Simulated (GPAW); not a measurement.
## N/Pb(111): converging a work function

Wanted: a convergence study on the slab N/Pb(111).

Program: GPAW 26.7.0. Level of theory: GPAW, PAW setups; slab in vacuum. Results are calculated unless marked as measured.

Most raw output is cut from this account.

## Step 1: The starting structure

The cell holds 5 atoms: 4 Pb and 1 N. Cell: a = 3.500 Å, b = 3.500 Å, c = 23.364 Å, α = 90.0°, β = 90.0°, γ = 60.0°. Vacuum lies along c.

## Step 2: Relaxation

Forces are removed first; all later runs use this geometry. The lowest 2 atoms are held at bulk positions and keep their forces.

File run.py:

```python
import json
import numpy as np
from ase import Atoms
from ase.constraints import FixAtoms
from ase.optimize import BFGS
from gpaw import GPAW, PW

slab = Atoms(
    ['Pb', 'Pb', 'Pb', 'Pb', 'N'],
    positions=[
        [0.00000, 0.00000, 7.00000],
        [1.75009, 1.01041, 9.85788],
        [3.50018, 2.02083, 12.71577],
        [0.00000, 0.00000, 15.57365],
        [3.50018, 2.02083, 16.36432]],
    cell=[[3.50018, 0.0, 0.0], [1.75009, 3.03124, 0.0], [0.0, 0.0, 23.36432]],
    pbc=[True, True, False])

slab.calc = GPAW(mode=PW(500), xc='PBE', kpts={'size': (10, 10, 1), 'gamma': True},
                 occupations={'name': 'fermi-dirac', 'width': 0.1}, nbands='140%',
                 convergence={'density': 0.0001}, maxiter=200,
                 poissonsolver={'dipolelayer': 'xy'},
                 symmetry={'tolerance': 1e-3, 'extra_ids': [1, 1, 0, 0, 0]}, txt='slab.txt')
result = {}
slab.set_constraint(FixAtoms([0, 1]))
path = []
opt = BFGS(slab, maxstep=0.2)
opt.attach(lambda: path.append((slab.get_potential_energy(), slab.positions.tolist(), slab.get_forces().tolist())))
result['relaxed'] = bool(opt.run(fmax=0.05, steps=30))
result['path'] = path
energy = slab.get_potential_energy()
fermi = slab.calc.get_fermi_level()
v = slab.calc.get_electrostatic_potential().mean((0, 1)) - fermi
n = slab.calc.get_pseudo_density().mean((0, 1))
L = slab.cell[2, 2]
z = np.arange(len(v)) * L / len(v)
low, high = slab.positions[:, 2].min(), slab.positions[:, 2].max()
below, above = np.interp([low - 4.8, high + 4.8], z, v)
slopes = [np.interp(x, z, np.gradient(v, z)) for x in (low - 4.8, high + 4.8)]
eps = np.array([[slab.calc.get_eigenvalues(k, s) for k in range(len(slab.calc.get_ibz_k_points()))]
                for s in range(slab.calc.get_number_of_spins())]) - fermi
top, bottom = eps[eps < 0].max(), eps[eps > 0].min()
dipole = slab.get_dipole_moment()[2]
print(f'energy {energy:.4f} eV, Fermi level {fermi:.4f} eV, dipole {dipole:.5f} e A')
print(f'potential 4.8 A off the faces, from the Fermi level: lower {below:.4f} eV, upper {above:.4f} eV')
print(f'slope of the potential there: lower {slopes[0]:.5f}, upper {slopes[1]:.5f} eV/A')
print(f'nearest levels on the mesh: {top:.4f} and {bottom:.4f} eV')
print('magnetic moment', round(slab.get_magnetic_moment(), 3))
result.update(energy=energy, fermi=fermi, dipole=dipole, below=below, above=above, slopes=slopes, edges=[top, bottom],
              z=z.tolist(), v=v.tolist(), n=n.tolist(), positions=slab.positions.tolist(),
              forces=slab.get_forces(apply_constraint=False).tolist(), moments=slab.get_magnetic_moments().tolist())
json.dump(result, open('result.json', 'w'))
```

Started as:

```console
$ OMP_NUM_THREADS=1 OPENBLAS_NUM_THREADS=1 python run.py
```

Run time: 9.6 min. Hardware: 1 thread of AMD EPYC 9R14 (Zen 4), shared host; peak memory 0.3 GiB.

The steps of the relaxation:

```tsv
step	energy less that of the first step (eV)	largest force (eV/Å)
1	0.0000	0.7621
2	-0.0115	0.6795
3	-0.0389	0.4042
4	-0.0420	0.2044
5	-0.0436	0.1810
6	-0.0501	0.2432
7	-0.0534	0.1287
8	-0.0540	0.0591
9	-0.0542	0.0633
10	-0.0545	0.0889
11	-0.0548	0.0905
12	-0.0686	0.0522
13	-0.0699	0.0231
```

The atoms that moved most (Å):

```tsv
atom	dx	dy	dz	length
N5	0.000	0.000	0.276	0.276
Pb4	0.000	0.000	0.171	0.171
Pb3	0.000	0.000	0.015	0.015
```

The relaxed structure:

```
Pb N
1.0
     3.50018    0.00000    0.00000
     1.75009    3.03124    0.00000
     0.00000    0.00000   23.36432
Pb N
4 1
Direct
  0.00000 0.00000 0.29960
  0.33333 0.33333 0.42192
  0.66667 0.66667 0.54490
  0.00000 0.00000 0.67386
  0.66667 0.66667 0.71220
```

This step gave:

```
dipole along the normal                    : -0.1364 e·Å
levels nearest the Fermi level on the mesh : -0.09676, 0.1320 eV from the Fermi level
upper work function                        : 6.135 eV
lower work function                        : 3.817 eV
```

Electrostatic potential energy of an electron (without an applied field's), less the Fermi level, planar mean against z:

```tsv
z (Å)	electrostatic potential energy of an electron (without an applied field's), less the Fermi level, planar mean (eV)
0.0	4.98
0.5	3.82
1.0	3.82
1.5	3.82
2.0	3.82
2.5	3.82
3.0	3.81
3.5	3.80
4.0	3.78
4.5	3.70
5.0	3.43
5.5	2.56
6.0	-0.434
6.5	-10.4
7.0	-21.7
7.5	-10.5
8.0	-0.745
8.5	1.22
9.0	-2.38
9.5	-14.9
10.0	-20.5
10.5	-6.61
11.0	0.404
11.5	0.784
12.0	-4.81
12.5	-18.7
13.0	-17.7
13.5	-3.94
14.0	1.23
14.5	1.17
15.0	-4.21
15.5	-17.9
16.0	-18.5
16.5	-12.0
17.0	-1.35
17.5	4.66
18.0	5.84
18.5	6.07
19.0	6.12
19.5	6.13
20.0	6.14
20.5	6.14
21.0	6.14
21.5	6.14
22.0	6.14
22.5	6.14
23.0	6.01
```

The pseudo valence density, planar mean oscillates, so the rows of the table below give means over windows of 2.99 Å about each position, cut where the curve ends. Its maxima inside the range that stand out by 2 % of the span (Å: e/Å³): 6.9: 1.16, 9.9: 1.19, 12.7: 1.20, 15.7: 1.24. Its minima: 8.4: 0.107, 11.2: 0.106, 14.2: 0.0876.

Pseudo valence density, planar mean against z; means over each step:

```tsv
z (Å)	pseudo valence density, planar mean (e/Å³)
1.50	1.7e-5
4.49	0.0188
7.48	0.448
10.46	0.451
13.46	0.439
16.45	0.564
19.44	0.00215
22.43	0
```

The relaxation lowered the energy of the cell by 0.0699 eV (energies extrapolated to zero smearing; the optimiser's log prints free energies). The largest force left on a free atom is 0.023 eV/Å.

## Step 3: Plane waves, PBE

With the geometry fixed, the planar mean of the potential gives the vacuum level on each side.

run.py, as its differences from that of step 2:

```diff
@@ -3,4 +3,2 @@
 from ase import Atoms
-from ase.constraints import FixAtoms
-from ase.optimize import BFGS
 from gpaw import GPAW, PW
@@ -12,5 +10,5 @@
         [1.75009, 1.01041, 9.85788],
-        [3.50018, 2.02083, 12.71577],
-        [0.00000, 0.00000, 15.57365],
-        [3.50018, 2.02083, 16.36432]],
+        [3.50018, 2.02083, 12.73114],
+        [0.00000, 0.00000, 15.74428],
+        [3.50018, 2.02083, 16.64009]],
     cell=[[3.50018, 0.0, 0.0], [1.75009, 3.03124, 0.0], [0.0, 0.0, 23.36432]],
@@ -20,12 +18,6 @@
                  occupations={'name': 'fermi-dirac', 'width': 0.1}, nbands='140%',
-                 convergence={'density': 0.0001}, maxiter=200,
+                 convergence={'density': 1e-05}, maxiter=200,
                  poissonsolver={'dipolelayer': 'xy'},
-                 symmetry={'tolerance': 1e-3, 'extra_ids': [1, 1, 0, 0, 0]}, txt='slab.txt')
+                 symmetry={'tolerance': 1e-3}, txt='slab.txt')
 result = {}
-slab.set_constraint(FixAtoms([0, 1]))
-path = []
-opt = BFGS(slab, maxstep=0.2)
-opt.attach(lambda: path.append((slab.get_potential_energy(), slab.positions.tolist(), slab.get_forces().tolist())))
-result['relaxed'] = bool(opt.run(fmax=0.05, steps=30))
-result['path'] = path
 energy = slab.get_potential_energy()
```

The job ended after 54 s (1 thread; peak memory 0.29 GiB).

Numbers from this step:

| Item | Value |
| --- | --- |
| dipole along the normal | -0.1363 e·Å |
| levels nearest the Fermi level on the mesh | -0.09713, 0.1320 eV from the Fermi level |
| upper work function | 6.136 eV |
| lower work function | 3.816 eV |

Electrostatic potential energy of an electron (without an applied field's), less the Fermi level, planar mean against z:

```tsv
z (Å)	electrostatic potential energy of an electron (without an applied field's), less the Fermi level, planar mean (eV)
0.0	4.98
0.5	3.82
1.0	3.82
1.5	3.82
2.0	3.82
2.5	3.82
3.0	3.81
3.5	3.80
4.0	3.78
4.5	3.69
5.0	3.43
5.5	2.56
6.0	-0.435
6.5	-10.4
7.0	-21.7
7.5	-10.5
8.0	-0.746
8.5	1.22
9.0	-2.38
9.5	-14.9
10.0	-20.5
10.5	-6.61
11.0	0.405
11.5	0.785
12.0	-4.81
12.5	-18.7
13.0	-17.7
13.5	-3.93
14.0	1.24
14.5	1.18
15.0	-4.21
15.5	-17.9
16.0	-18.5
16.5	-12.0
17.0	-1.35
17.5	4.66
18.0	5.84
18.5	6.07
19.0	6.12
19.5	6.13
20.0	6.14
20.5	6.14
21.0	6.14
21.5	6.14
22.0	6.14
22.5	6.14
23.0	6.02
```

Pseudo valence density, planar mean against z:

```tsv
z (Å)	pseudo valence density, planar mean (e/Å³)
3.0	1.1e-4
3.5	3.6e-4
4.0	0.00114
4.5	0.00359
5.0	0.0120
5.5	0.0417
6.0	0.153
6.5	0.524
7.0	1.16
7.5	0.519
8.0	0.171
8.5	0.111
9.0	0.236
9.5	0.734
10.0	1.07
10.5	0.377
11.0	0.134
11.5	0.119
12.0	0.309
12.5	0.954
13.0	0.881
13.5	0.283
14.0	0.103
14.5	0.106
15.0	0.296
15.5	0.948
16.0	1.05
16.5	0.683
17.0	0.391
17.5	0.0914
18.0	0.0171
18.5	0.00332
19.0	7.3e-4
19.5	1.6e-4
20.0	3.4e-5
```

Force by atom:

```tsv
atom	x (eV/Å)	y (eV/Å)	z (eV/Å)	size
Pb1	0.0000	0.0000	0.0369	0.0369
Pb2	0.0000	0.0000	-0.0720	0.0720
Pb3	0.0000	0.0000	0.0013	0.0013
Pb4	0.0000	0.0000	0.0080	0.0080
N5	0.0000	0.0000	0.0223	0.0223
```

The potential is flat to 0.002 eV/Å where it is read, so the vacuum is wide enough.

## Step 4: Cutoff 200

The cutoff limits how sharply the smooth valence waves can vary, which tells mostly near the atoms.

run.py, as its differences from that of step 3:

```diff
@@ -16,3 +16,3 @@
 
-slab.calc = GPAW(mode=PW(500), xc='PBE', kpts={'size': (10, 10, 1), 'gamma': True},
+slab.calc = GPAW(mode=PW(200), xc='PBE', kpts={'size': (10, 10, 1), 'gamma': True},
                  occupations={'name': 'fermi-dirac', 'width': 0.1}, nbands='140%',
```

The job ended after 16 s (1 thread; peak memory 0.16 GiB).

The run finished. A setting was moved off its sound value on purpose, so it serves as a test and not as the result.

The fault put into the input: a cutoff under that of the base run: the energy of the cell lies 15 eV from the base value (ecut = 200).

The two runs compared:

```tsv
quantity	this run	sound run	difference
dipole along the normal (e·Å)	-0.085776	-0.13635	0.0506
upper work function (eV)	5.4925	6.1357	-0.643
lower work function (eV)	3.8370	3.8165	0.0205
```

One result that differs is the dipole along the normal, -0.0858 e·Å against -0.136 e·Å.

## Step 5: Cutoff 300

run.py, as its differences from that of step 4:

```diff
@@ -16,3 +16,3 @@
 
-slab.calc = GPAW(mode=PW(200), xc='PBE', kpts={'size': (10, 10, 1), 'gamma': True},
+slab.calc = GPAW(mode=PW(300), xc='PBE', kpts={'size': (10, 10, 1), 'gamma': True},
                  occupations={'name': 'fermi-dirac', 'width': 0.1}, nbands='140%',
```

Wall time 40 s (1 thread); peak memory 0.19 GiB.

The run finished. A setting was moved off its sound value on purpose, so it serves as a test and not as the result.

The fault put into the input: a cutoff under that of the base run: the energy of the cell lies 6.4 eV from the base value (ecut = 300).

Side by side:

```tsv
quantity	this run	sound run	difference
dipole along the normal (e·Å)	-0.12001	-0.13635	0.0163
upper work function (eV)	5.8844	6.1357	-0.251
lower work function (eV)	3.8400	3.8165	0.0236
```

The two runs differ clearly in the dipole along the normal: -0.120 e·Å against -0.136 e·Å.

## Step 6: Cutoff 700: ecut = 700

run.py, as its differences from that of step 5:

```diff
@@ -16,3 +16,3 @@
 
-slab.calc = GPAW(mode=PW(300), xc='PBE', kpts={'size': (10, 10, 1), 'gamma': True},
+slab.calc = GPAW(mode=PW(700), xc='PBE', kpts={'size': (10, 10, 1), 'gamma': True},
                  occupations={'name': 'fermi-dirac', 'width': 0.1}, nbands='140%',
```

Wall time 1.9 min (1 thread); peak memory 0.41 GiB.

This step gave:

```yaml
dipole_along_the_normal: -0.1379 e·Å
levels_nearest_the_fermi_level_on_the_mesh: -0.09768, 0.1311 eV from the Fermi level
upper_work_function: 6.166 eV
lower_work_function: 3.813 eV
```

The electrostatic potential energy of an electron (without an applied field's), less the Fermi level, planar mean oscillates, so the rows of the table below give means over windows of 3 Å about each position, cut where the curve ends. Its maxima inside the range that stand out by 2 % of the span (Å: eV): 8.4: 1.26, 11.3: 1.23, 14.3: 1.71, 22.9: 6.17. Its minima: 7.0: -21.7, 9.9: -21.7, 12.7: -22.0, 15.7: -21.6.

Electrostatic potential energy of an electron (without an applied field's), less the Fermi level, planar mean against z; means over each step:

z (Å), electrostatic potential energy of an electron (without an applied field's), less the Fermi level, planar mean (eV) and a bar from the least value:
```
     1.50        3.9 #########################
     4.50        3.2 ########################
     7.50       -7.2 #
    10.50       -7.4 
    13.50       -7.1 #
    16.50       -7.5 
    19.50        6.1 ##############################
    22.50        6.1 ##############################
```

The pseudo valence density, planar mean oscillates, so the rows of the table below give means over windows of 2.92 Å about each position, cut where the curve ends. Its maxima inside the range that stand out by 2 % of the span (Å: e/Å³): 7.0: 1.20, 9.9: 1.19, 12.7: 1.17, 15.7: 1.26. Its minima: 8.4: 0.107, 11.4: 0.105, 14.3: 0.0874.

The pseudo valence density, planar mean by z; means over each step:

```tsv
z (Å)	pseudo valence density, planar mean (e/Å³)
1.46	1.4e-5
4.38	0.0134
7.30	0.452
10.22	0.455
13.14	0.448
16.06	0.593
18.98	0.00862
21.90	0
```

Force by atom:

```tsv
atom	x (eV/Å)	y (eV/Å)	z (eV/Å)	size
Pb1	0.0000	0.0000	0.0374	0.0374
Pb2	0.0000	0.0000	-0.0750	0.0750
Pb3	0.0000	0.0000	0.0014	0.0014
Pb4	0.0000	0.0000	0.0692	0.0692
N5	0.0000	0.0000	-0.0294	0.0294
```

The upper face's work function is 6.166 eV, against 6.136 eV in the first plane-wave PBE run at this geometry.

## Step 7: K mesh 3×3

The mesh in the plane samples the bands: a metal's Fermi level needs it dense, and band edges must lie on it.

run.py, as its differences from that of step 6:

```diff
@@ -16,3 +16,3 @@
 
-slab.calc = GPAW(mode=PW(700), xc='PBE', kpts={'size': (10, 10, 1), 'gamma': True},
+slab.calc = GPAW(mode=PW(500), xc='PBE', kpts={'size': (3, 3, 1), 'gamma': True},
                  occupations={'name': 'fermi-dirac', 'width': 0.1}, nbands='140%',
```

Wall time 18 s (1 thread); peak memory 0.24 GiB.

The run finished with changed settings (kpts = [3, 3]); it serves as a test.

Side by side:

```tsv
quantity	this run	sound run	difference
dipole along the normal (e·Å)	-0.11998	-0.13635	0.0164
upper work function (eV)	6.0818	6.1357	-0.0540
lower work function (eV)	4.0413	3.8165	0.225
```

One result that differs is the dipole along the normal, -0.120 e·Å against -0.136 e·Å.

## Step 8: K mesh 6×6

run.py, as its differences from that of step 7:

```diff
@@ -16,3 +16,3 @@
 
-slab.calc = GPAW(mode=PW(500), xc='PBE', kpts={'size': (3, 3, 1), 'gamma': True},
+slab.calc = GPAW(mode=PW(500), xc='PBE', kpts={'size': (6, 6, 1), 'gamma': True},
                  occupations={'name': 'fermi-dirac', 'width': 0.1}, nbands='140%',
```

Run time: 30 s. Hardware: 1 thread; peak memory 0.25 GiB.

The run finished with changed settings (kpts = [6, 6]); it serves as a test.

The two runs compared:

```tsv
quantity	this run	sound run	difference
dipole along the normal (e·Å)	-0.13888	-0.13635	-0.00253
upper work function (eV)	6.1813	6.1357	0.0455
lower work function (eV)	3.8188	3.8165	0.00233
```

The two runs differ clearly in the upper work function: 6.18 eV against 6.14 eV.

## Step 9: K mesh 15×15: kpts = [15, 15]

run.py, as its differences from that of step 8:

```diff
@@ -16,3 +16,3 @@
 
-slab.calc = GPAW(mode=PW(500), xc='PBE', kpts={'size': (6, 6, 1), 'gamma': True},
+slab.calc = GPAW(mode=PW(500), xc='PBE', kpts={'size': (15, 15, 1), 'gamma': True},
                  occupations={'name': 'fermi-dirac', 'width': 0.1}, nbands='140%',
```

Elapsed: 1.7 min, on 1 thread; peak memory 0.37 GiB.

Numbers from this step:

```yaml
dipole_along_the_normal: -0.1370 e·Å
levels_nearest_the_fermi_level_on_the_mesh: -0.03035, 0.09356 eV from the Fermi level
upper_work_function: 6.149 eV
lower_work_function: 3.818 eV
```

The upper face's work function is 6.149 eV, against 6.136 eV in the first plane-wave PBE run at this geometry.

## Step 10: Scheme Fermi-Dirac, smearing 0.3

Smearing changes the occupations near the Fermi level, and with them the level itself. Smearing helps the SCF of a metal converge, but it blurs occupations at band edges near the Fermi level.

run.py, as its differences from that of step 9:

```diff
@@ -16,4 +16,4 @@
 
-slab.calc = GPAW(mode=PW(500), xc='PBE', kpts={'size': (15, 15, 1), 'gamma': True},
-                 occupations={'name': 'fermi-dirac', 'width': 0.1}, nbands='140%',
+slab.calc = GPAW(mode=PW(500), xc='PBE', kpts={'size': (10, 10, 1), 'gamma': True},
+                 occupations={'name': 'fermi-dirac', 'width': 0.3}, nbands='140%',
                  convergence={'density': 1e-05}, maxiter=200,
```

The job ended after 52 s (1 thread; peak memory 0.29 GiB).

Numbers from this step:

```yaml
dipole_along_the_normal: -0.1313 e·Å
levels_nearest_the_fermi_level_on_the_mesh: -0.1401, 0.09075 eV from the Fermi level
upper_work_function: 6.042 eV
lower_work_function: 3.808 eV
```

The upper face's work function is 6.042 eV, against 6.136 eV in the first plane-wave PBE run at this geometry.

## Step 11: Cost and result by level

Times are for 1 thread of AMD EPYC 9R14 (Zen 4), shared host. The runs compared:

```tsv
no.	run	upper work function (eV)	lower work function (eV)	time	memory (GiB)
1	pw	6.136	3.816	54 s	0.29
2	cutoff 700	6.166	3.813	1.9 min	0.41
3	k mesh 15×15	6.149	3.818	1.7 min	0.37
4	scheme Fermi-Dirac, smearing 0.3	6.042	3.808	52 s	0.29
```

## Step 12: Without the dipole layer

The dipole layer is taken out and the cell repeats along the normal.

run.py, as its differences from that of step 10:

```diff
@@ -14,8 +14,7 @@
     cell=[[3.50018, 0.0, 0.0], [1.75009, 3.03124, 0.0], [0.0, 0.0, 23.36432]],
-    pbc=[True, True, False])
+    pbc=[True, True, True])
 
 slab.calc = GPAW(mode=PW(500), xc='PBE', kpts={'size': (10, 10, 1), 'gamma': True},
-                 occupations={'name': 'fermi-dirac', 'width': 0.3}, nbands='140%',
+                 occupations={'name': 'fermi-dirac', 'width': 0.1}, nbands='140%',
                  convergence={'density': 1e-05}, maxiter=200,
-                 poissonsolver={'dipolelayer': 'xy'},
                  symmetry={'tolerance': 1e-3}, txt='slab.txt')
```

Elapsed: 50 s, on 1 thread; peak memory 0.29 GiB.

The run finished. A setting was moved off its sound value on purpose, so it serves as a test and not as the result.

The fault put into the input: no dipole layer on a slab with a dipole, so the vacuum potential tilts and no work function is defined (dipole = false and pbc_z = true).

The two runs compared:

```tsv
quantity	this run	sound run	difference
dipole along the normal (e·Å)	-0.28578	-0.13635	-0.149
```

One result that differs is the dipole along the normal, -0.286 e·Å against -0.136 e·Å.

## Step 13: Side by side

Results and costs are gathered.

This step: comparison of work functions, dipole and cost (GPAW 26.7.0).

Ladder, by row:

```tsv
step	code	work function, upper (eV)	work function, lower (eV)	dipole (e Å)	wall time (s)	peak memory (GiB)	threads
pw	GPAW	6.136	3.816	-0.1363	54.21	0.29	1
ecut200	GPAW	5.492	3.837	-0.08578	16.33	0.16	1
ecut300	GPAW	5.884	3.84	-0.12	39.91	0.19	1
ecut700	GPAW	6.166	3.813	-0.1379	114.2	0.41	1
k3	GPAW	6.082	4.041	-0.12	18.19	0.24	1
k6	GPAW	6.181	3.819	-0.1389	30.4	0.25	1
k15	GPAW	6.149	3.818	-0.137	104.2	0.37	1
smear	GPAW	6.042	3.808	-0.1313	52.15	0.29	1
nodip	GPAW	-	-	-0.2858	49.92	0.29	1
```

## Step 14: Outcome

```json
{"work function, upper and lower face": "6.136 and 3.816 eV", "dipole along the normal": "-0.136 e Å"}
```

With plane waves and PBE the work function is 6.14 eV on the upper face and 3.82 eV on the lower. The two faces differ by 2.3 eV, the step that the slab's dipole makes (e p/(ε0 A) gives 2.3 eV), so the dipole layer is needed. The other smearing (Fermi-Dirac of 0.3 eV in place of Fermi-Dirac of 0.1) moves the two faces by -0.093 and -0.0083 eV on the same mesh; a mesh is converged only for its smearing. Over the sound runs of the table the upper face's work function spans 6.042 (smear) to 6.166 eV (ecut700). The cell of 10.6 Å² holds one N, started on one chosen site; other sites and coverages weren't tried. The in-plane lattice was kept as typed, which isn't the functional's own and leaves some strain; spin-orbit coupling and temperature are left out.

[Logs are printed without paths, hosts, clocks, repeated set-up lines and the standing remarks that a program may print on its own settings, such as how far it seeks lower states.]

[Hosts, paths, dates, database ids (printed as entryN), source tags and the programs' standing remarks are cut or masked in the printed files.]
